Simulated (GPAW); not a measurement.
Computed results, one entry a study.

```cif
data_al2o3
_symmetry_space_group_name_H-M 'R-3c:H'
_symmetry_Int_Tables_number 167
_cell_length_a 4.7605
_cell_length_b 4.7605
_cell_length_c 12.9956
_cell_angle_alpha 90.000
_cell_angle_beta 90.000
_cell_angle_gamma 120.000
_cell_volume 255.05
loop_
_atom_site_label
_atom_site_type_symbol
_atom_site_symmetry_multiplicity
_atom_site_Wyckoff_symbol
_atom_site_fract_x
_atom_site_fract_y
_atom_site_fract_z
_atom_site_occupancy
Al1 Al 12 c 0.66667 0.33333 0.18549 1
O1 O 18 e 0.64001 0.66667 0.41667 1
_calc_subject 'Quasiparticle gap of Al2O3 (Corundum) in GPAW'
_calc_method 'DFT, PBE, plane waves, PAW (and 1 further level or step)'
_calc_program 'GPAW 26.7.0'
_calc_settings_of_one_run 'cutoff 600 eV, GPAW PAW setups 1.2.1 data release, 4×4×4 k-mesh, nbands 203'
_calc_cost '4 runs, 10 min in all on 4 MPI ranks of Arm Neoverse V1, shared host (the runs of this entry)'
_calc_notes 'The cell and positions come from the Crystallography Open Database and are kept as given unless a step says otherwise. Bands and cutoff are finite, so the gap is not at the basis limit. The miss can reach some tenths of an eV and take either sign; the mesh is an error of its own.'
_calc_pbe_gap '6.23 eV, direct'
_calc_g0w0_gap_on_the_mesh '8.70 eV'
_calc_gw_settings '4×4×4 mesh, 193 bands, screening to 100 eV, Godby-Needs plasmon pole'
_calc_known_limits 'not at the basis limit'
```

[Paths, hosts, dates, memory and timing lines, banners, echoed tables and standing remarks are left out of the program output.]

[Logs are printed without paths, hosts, clocks, repeated set-up lines and the standing remarks that a program may print on its own settings, such as how far it seeks lower states.]

[Runs of the session that timed out or met a known fault of the program may be left out.]

[Hosts, paths, dates, database ids (printed as entryN), source tags and the programs' standing remarks are cut or masked in the printed files.]
